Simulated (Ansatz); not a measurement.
# How many bands does the GW gap of CS2NF5 (P-1) need?

Wanted: a G0W0 gap for CS2NF5 (P-1) that is converged in bands and cutoff, or an estimate of the limit.

Program: Ansatz 0.2.0. Level of theory: G0W0 on PBE, plane waves, PAW; PAW set soft_1. Results are calculated unless marked as measured.

Most raw output is cut from this account.

### Step 1. The structure

The cell holds 18 atoms: 2 C, 4 S, 2 N and 10 F. Its edges and angles: a = 4.851 Å, b = 7.407 Å, c = 7.946 Å, α = 97.5°, β = 90.7°, γ = 91.9°. It derives from CS2NF5.

Geometry: measured cell, ions relaxed with PBE. The runs that relaxed it are not among those shown.

### Step 2. 174 empty bands, screening to 42 eV

G0W0 replaces the xc potential by the self-energy, built once from these orbitals. Only a window of levels is corrected, while the sums run over the empty bands that the input names. This step takes PAW set soft_1 files.

Contents of input.yaml:

```yaml
crystal:
  lattice:
    - [4.851, 0.0, 0.0]
    - [-0.2429962821, 7.4030130222, 0.0]
    - [-0.0929160701, -1.0366422871, 7.8775412009]
  atoms:
    - { symbol: C, position: [0.3704668563, 0.511281436, 0.7789674265] }
    - { symbol: C, position: [0.6295331437, 0.488718564, 0.2210325735] }
    - { symbol: S, position: [0.5069110792, 0.6743134807, 0.7030080864] }
    - { symbol: S, position: [0.4930889208, 0.3256865193, 0.2969919136] }
    - { symbol: S, position: [0.1123244275, 0.1912861656, 0.7728123248] }
    - { symbol: S, position: [0.8876755725, 0.8087138344, 0.2271876752] }
    - { symbol: "N", position: [0.2695326305, 0.3914099602, 0.8545470961] }
    - { symbol: "N", position: [0.7304673695, 0.6085900398, 0.1454529039] }
    - { symbol: F, position: [0.9498932602, 0.2824875867, 0.6277270521] }
    - { symbol: F, position: [0.0501067398, 0.7175124133, 0.3722729479] }
    - { symbol: F, position: [0.2661306003, 0.0907955868, 0.9117928285] }
    - { symbol: F, position: [0.7338693997, 0.9092044132, 0.0882071715] }
    - { symbol: F, position: [0.9605213198, -0.0004253749, 0.7012299471] }
    - { symbol: F, position: [0.0394786802, 1.0004253749, 0.2987700529] }
    - { symbol: F, position: [0.860244641, 0.2319621255, 0.89906027] }
    - { symbol: F, position: [0.139755359, 0.7680378745, 0.10093973] }
    - { symbol: F, position: [0.3582205304, 0.1401040865, 0.6410071536] }
    - { symbol: F, position: [0.6417794696, 0.8598959135, 0.3589928464] }
kpoints:
  mp_grid: { grid: [4, 2, 2] }
hamiltonian:
  xc: pbe
  pseudopotentials: { kind: paw, azcp: { folder: soft_1 } }
scf:
  occupations: { method: fixed }
gw:
  n_empty_bands: 174
  ecut_chi: 42
  qp_bands: [v4, c4]
  qp_kpoints: band_edges
  screening: { model: contour_deformation }
```

Run with:

```console
$ ansatz run input.yaml --threads 2 --pin off --max-ram 92160MiB --backend cuda --events-out ev --progress --plain --runs-dir out --devices 1 --max-vram 13GiB
```

The job ended after 18 s (1 × NVIDIA H100 80GB HBM3 (shared by 6 runs) with 2 threads of AMD EPYC 7R13 (Zen 3), shared host; peak memory 1.4 GiB; 25 s of CPU time).

Numbers from this step:

```
bands summed                                 : 230
RPA ε∞ on this mesh (eigenvalues)            : 1.894, 1.953, 2.825
plane waves in the screening matrix          : 175
q-points in the mesh                         : 16
G0W0 gap on the mesh                         : 6.625 eV
k of the valence top                         : 0, -0.5, 0
k of the conduction bottom                   : 0, -0.5, -0.5
starting gap on the mesh                     : 2.921 eV
Z at the valence top                         : 0.8076
Z at the conduction bottom                   : 0.8271
least direct G0W0 gap on the computed points : 6.639 eV
```

The gap on the mesh goes from 2.92 eV to 6.63 eV, a correction of +3.70 eV. Between the two edge states, bare exchange in place of the xc potential would open the gap by 8.69 eV, and correlation takes back 4.99 eV.

### Step 3. 494 empty bands, screening to 84 eV

Another rung: the empty bands reach about as high as the screening cutoff, so the two stay in balance.

input.yaml: that of step 2 with these lines changed.

```diff
@@ -32,4 +32,4 @@
 gw:
-  n_empty_bands: 174
-  ecut_chi: 42
+  n_empty_bands: 494
+  ecut_chi: 84
   qp_bands: [v4, c4]
```

Run time: 44 s. Hardware: 1 × NVIDIA H100 80GB HBM3 (shared by 6 runs) with 2 threads; peak memory 2.2 GiB.

This step gave:

| Property | Result |
| --- | --- |
| bands summed | 550 |
| RPA ε∞ on this mesh (eigenvalues) | 1.898, 1.959, 2.823 |
| plane waves in the screening matrix | 503 |
| q-points in the mesh | 16 |
| G0W0 gap on the mesh | 6.650 eV |
| k of the valence top | 0, -0.5, 0 |
| k of the conduction bottom | 0, -0.5, -0.5 |
| starting gap on the mesh | 2.921 eV |
| Z at the valence top | 0.7979 |
| Z at the conduction bottom | 0.8155 |
| least direct G0W0 gap on the computed points | 6.662 eV |

Against the run with 4×2×2 mesh, 174 empty bands, screening to 42 eV, PAW set soft_1 files, the gap moves by +0.02 eV.

### Step 4. 1064 empty bands, screening to 140 eV

input.yaml: that of step 3 with these lines changed.

```diff
@@ -32,4 +32,4 @@
 gw:
-  n_empty_bands: 494
-  ecut_chi: 84
+  n_empty_bands: 1064
+  ecut_chi: 140.0
   qp_bands: [v4, c4]
```

It took 1.8 min on 1 × NVIDIA H100 80GB HBM3 (shared by 6 runs) with 2 threads; peak memory 4.2 GiB; 3.3 min of CPU time.

This step gave:

| Item | Value |
| --- | --- |
| bands summed | 1120 |
| RPA ε∞ on this mesh (eigenvalues) | 1.895, 1.955, 2.810 |
| plane waves in the screening matrix | 1057 |
| G0W0 gap on the mesh | 6.654 eV |
| k of the valence top | 0, -0.5, 0 |
| k of the conduction bottom | 0, -0.5, -0.5 |
| starting gap on the mesh | 2.921 eV |
| least direct G0W0 gap on the computed points | 6.666 eV |

Against the run with 4×2×2 mesh, 494 empty bands, screening to 84 eV, PAW set soft_1 files, the gap moves by +0.005 eV.

### Step 5. Changing the k mesh: 2×2×2 mesh, 494 empty bands, screening to 84 eV, PAW set soft_1 files

Only the mesh changes. It samples the long-range screening, which converges on its own terms. Bands and cutoff differ from the step before, so it is read against an earlier run that matches them.

input.yaml: that of step 4 with these lines changed.

```diff
@@ -25,3 +25,3 @@
 kpoints:
-  mp_grid: { grid: [4, 2, 2] }
+  mp_grid: { grid: [2, 2, 2] }
 hamiltonian:
@@ -32,4 +32,4 @@
 gw:
-  n_empty_bands: 1064
-  ecut_chi: 140.0
+  n_empty_bands: 494
+  ecut_chi: 84
   qp_bands: [v4, c4]
```

Run time: 33 s. Hardware: 1 × NVIDIA H100 80GB HBM3 (shared by 6 runs) with 2 threads; peak memory 1.8 GiB; 45 s of CPU time.

This step gave:

| Item | Value |
| --- | --- |
| bands summed | 550 |
| RPA ε∞ on this mesh (eigenvalues) | 1.905, 1.960, 2.823 |
| plane waves in the screening matrix | 503 |
| G0W0 gap on the mesh | 6.670 eV |
| k of the valence top | 0, -0.5, 0 |
| k of the conduction bottom | 0, -0.5, -0.5 |
| starting gap on the mesh | 2.921 eV |
| least direct G0W0 gap on the computed points | 6.682 eV |

Against the run with 4×2×2 mesh, 494 empty bands, screening to 84 eV, PAW set soft_1 files, the gap moves by +0.02 eV.

### Step 6. Changing the frequency model: 4×2×2 mesh, 1064 empty bands, screening to 140 eV, plasmon pole, PAW set soft_1 files

A plasmon pole stands in for the full frequency dependence of the screening; this run shows what that costs in accuracy. Bands and cutoff differ from the step before, so it is read against an earlier run that matches them.

input.yaml: that of step 5 with these lines changed.

```diff
@@ -25,3 +25,3 @@
 kpoints:
-  mp_grid: { grid: [2, 2, 2] }
+  mp_grid: { grid: [4, 2, 2] }
 hamiltonian:
@@ -32,6 +32,6 @@
 gw:
-  n_empty_bands: 494
-  ecut_chi: 84
+  n_empty_bands: 1064
+  ecut_chi: 140.0
   qp_bands: [v4, c4]
   qp_kpoints: band_edges
-  screening: { model: contour_deformation }
+  screening: { model: godby_needs }
```

The job ended after 3.1 min (1 × NVIDIA H100 80GB HBM3 (shared by 6 runs) with 2 threads; peak memory 5.4 GiB).

This step gave:

```yaml
bands_summed: 1120
plasmon_pole_fit_frequency: 23.36 eV
rpa_eps_infinity_on_this_mesh_eigenvalues: 1.895, 1.955, 2.810
plane_waves_in_the_screening_matrix: 1057
g0w0_gap_on_the_mesh: 6.792 eV
k_of_the_valence_top: 0, -0.5, 0
k_of_the_conduction_bottom: 0, -0.5, -0.5
starting_gap_on_the_mesh: 2.921 eV
least_direct_g0w0_gap_on_the_computed_points: 6.805 eV
```

Against the run with 4×2×2 mesh, 1064 empty bands, screening to 140 eV, PAW set soft_1 files, the gap moves by +0.14 eV.

### Step 7. Changing the files and raising the bands: 4×2×2 mesh, 1577 empty bands, screening to 182 eV, hard PAW files

Other atomic data (hard PAW) test the pseudisation: the cutoff goes from 420 to 1050 eV, with the same valence electrons. Bands and screening cutoff change too, so the step is no clean test of the files.

This step: G0W0 on PBE, plane waves, PAW.

input.yaml: that of step 6 with these lines changed.

```diff
@@ -28,3 +28,3 @@
   xc: pbe
-  pseudopotentials: { kind: paw, azcp: { folder: soft_1 } }
+  pseudopotentials: { kind: paw, source: ansatz }
 scf:
@@ -32,6 +32,6 @@
 gw:
-  n_empty_bands: 1064
-  ecut_chi: 140.0
+  n_empty_bands: 1577
+  ecut_chi: 182.0
   qp_bands: [v4, c4]
   qp_kpoints: band_edges
-  screening: { model: godby_needs }
+  screening: { model: contour_deformation }
```

Run time: 3.6 min. Hardware: 1 × NVIDIA H100 80GB HBM3 (shared by 6 runs) with 2 threads; peak memory 13 GiB; 5.7 min of CPU time.

This step gave:

```yaml
bands_summed: 1633
rpa_eps_infinity_on_this_mesh_eigenvalues: 1.892, 1.952, 2.801
plane_waves_in_the_screening_matrix: 1589
g0w0_gap_on_the_mesh: 6.635 eV
k_of_the_valence_top: 0, -0.5, 0
k_of_the_conduction_bottom: 0, -0.5, -0.5
starting_gap_on_the_mesh: 2.931 eV
least_direct_g0w0_gap_on_the_computed_points: 6.647 eV
```

Against the run with 4×2×2 mesh, 1064 empty bands, screening to 140 eV, PAW set soft_1 files, the gap moves by −0.020 eV.

### Step 8. The runs together

Times are wall times on 1 × NVIDIA H100 80GB HBM3 (shared by 6 runs) with 2 threads of AMD EPYC 7R13 (Zen 3), shared host, good to a factor of about two.

```tsv
mesh	files	frequency	bands summed	cutoff (eV)	start (eV)	G0W0 (eV)	time	host memory (GiB)
4×2×2	PAW set soft_1	contour deformation	230	42	2.921	6.625	18 s	1.4
4×2×2	PAW set soft_1	contour deformation	550	84	2.921	6.650	44 s	2.2
4×2×2	PAW set soft_1	contour deformation	1120	140	2.921	6.654	1.8 min	4.2
2×2×2	PAW set soft_1	contour deformation	550	84	2.921	6.670	33 s	1.8
4×2×2	PAW set soft_1	plasmon pole	1120	140	2.921	6.792	3.1 min	5.4
4×2×2	hard PAW	contour deformation	1633	182	2.931	6.635	3.6 min	13
```

The parts of the quasiparticle energy at the two band edges (eV; QP = start + Σx + Σc − Vxc):

```tsv
run	edge	start	Σx	Σc	Vxc	Z	QP
230 bands	valence top	0.80	-19.43	2.21	-16.06	0.81	-0.36
230 bands	conduction bottom	3.72	-14.08	-2.77	-19.40	0.83	6.27
550 bands	valence top	0.80	-19.43	1.93	-16.06	0.80	-0.65
550 bands	conduction bottom	3.72	-14.08	-3.04	-19.40	0.82	6.00
1120 bands	valence top	0.80	-19.43	1.69	-16.06	0.79	-0.89
1120 bands	conduction bottom	3.72	-14.08	-3.27	-19.40	0.81	5.77
```

### Step 9. What came out

```json
{"230 bands, 42 eV": "6.625 eV", "550 bands, 84 eV": "6.650 eV", "1120 bands, 140 eV": "6.654 eV", "estimated limit in bands and cutoff": "6.66 eV", "mesh and start": "4×2×2, PBE"}
```

What this shows: A line in one over the bands through the two highest rungs gives 6.66 eV, +0.005 eV from the top rung; the pair below gives 6.67 eV, so the series converges faster than that law. The rungs stand 0.03 eV (230 bands), 0.01 eV (550 bands) and 0.00 eV (1120 bands) from it. From 230 to 1120 bands the gap moves by +0.03 eV while the time grows 6.0-fold. Σc changes by −0.53 eV at the valence top and −0.50 eV at the conduction bottom, so the levels themselves move more than the gap between them. On the 2×2×2 mesh in place of 4×2×2 the gap differs by +0.02 eV, of which −0.0003 eV is already in the start. The plasmon-pole model gives +0.14 eV against contour deformation, 4 % of the correction, and saved no time in this program. With hard PAW files and 1633 bands the gap is 6.63 eV; the line for the PAW set soft_1 files gives 6.66 eV at that count, a difference of −0.02 eV that holds the line's own error too. The cheapest rung within 0.1 eV of this estimate is that with 230 bands (18 s). The 4×2×2 mesh misses a band edge: over a band path and its finer mesh (run apart) the PBE gap is 2.87 eV, so the G0W0 gap over the zone may lie about 0.05 eV below its value on the mesh. The 4×2×2 mesh is coarse for this cell (its supercell is 15 Å along the shortest edge). The RPA ε∞ on it, from the PBE start, is 1.90, 1.96 and 2.81; such meshes misread the long-range screening, most where the gap is narrow.

[Paths, hosts, dates, memory and timing lines, banners, echoed tables and standing remarks are left out of the program output.]

[Logs are printed without paths, hosts, clocks, repeated set-up lines and the standing remarks that a program may print on its own settings, such as how far it seeks lower states.]

[Runs of the session that timed out or met a known fault of the program may be left out.]

[Cells called generated may have been cut or substituted from an entry of the Crystallography Open Database or the Materials Project.]

[Hosts, paths, dates, database ids (printed as entryN), source tags and the programs' standing remarks are cut or masked in the printed files.]
